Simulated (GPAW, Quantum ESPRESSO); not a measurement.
A computed C K-edge spectrum of one site in a crystal of C, with its zero at a photon energy of about 287.4 eV (raw 294.1 eV, less 6.7 eV of added terms; uncertain by a few eV). Method: Quantum ESPRESSO XSpectra, PBE, full core hole (charged cell) in a small cell, dipole transitions, broadening that rises with energy.

Energy from the lowest empty level; intensity scaled to a mean of 1 over the first 20 eV:

```
E (eV)  intensity
  -2.0       0.07
  -1.4       0.10
  -0.8       0.16
  -0.2       0.39
   0.4       1.15
   1.0       1.94
   1.6       1.68
   2.2       2.03
   2.8       2.32
   3.4       2.21
   4.0       1.80
   4.6       1.64
   5.2       1.31
   5.8       1.11
   6.4       1.11
   7.0       1.00
   7.6       0.92
   8.2       0.93
   8.8       0.94
   9.4       0.94
  10.0       0.88
  10.6       0.76
  11.2       0.60
  11.8       0.48
  12.4       0.43
  13.0       0.42
  13.6       0.46
  14.2       0.51
  14.8       0.57
  15.4       0.63
  16.0       0.68
  16.6       0.70
  17.2       0.69
  17.8       0.65
  18.4       0.60
  19.0       0.54
  19.6       0.48
  20.2       0.43
  20.8       0.39
  21.4       0.35
  22.0       0.32
  22.6       0.30
  23.2       0.28
  23.8       0.26
  24.4       0.25
  25.0       0.23
  25.6       0.23
  26.2       0.22
  26.8       0.21
  27.4       0.21
  28.0       0.21
  28.6       0.21
  29.2       0.21
  29.8       0.20
  30.4       0.20
  31.0       0.20
  31.6       0.20
```

Which coordination does this site have?

A K edge sees empty p states; a tetrahedral site has σ* states alone, so there is no π* peak. It is atom 1 of C (Diamond, Fd-3m), with 4 C at 1.54 Å (tetrahedral, site symmetry -43m). Its main maxima below 24 eV lie at 1.0 eV (1.94), 3.0 eV (2.44) and 16.7 eV (0.71). A near-edge spectrum doesn't fix the structure by itself; it is matched against candidates. The holes are only 5.0 Å apart, so the shape is probably not converged with cell size; no larger cell was run here. The structure is a published determination, not relaxed.

[Banner, clock and machine lines of the logs are left out without a mark of their own.]

[Logs are printed without paths, hosts, clocks, repeated set-up lines and the standing remarks that a program may print on its own settings, such as how far it seeks lower states.]

[Hosts, paths, dates, database ids (printed as entryN), source tags and the programs' standing remarks are cut or masked in the printed files.]

[Lists of maxima count a maximum above −3 eV only where it reaches 4 % of the highest in the window and stands out from its surroundings by 2 % of it (1.5 % where it reaches 55 %); shoulders and weaker maxima are passed over, and of the rest the first, up to two pre-edge ones and the few strongest are named.]
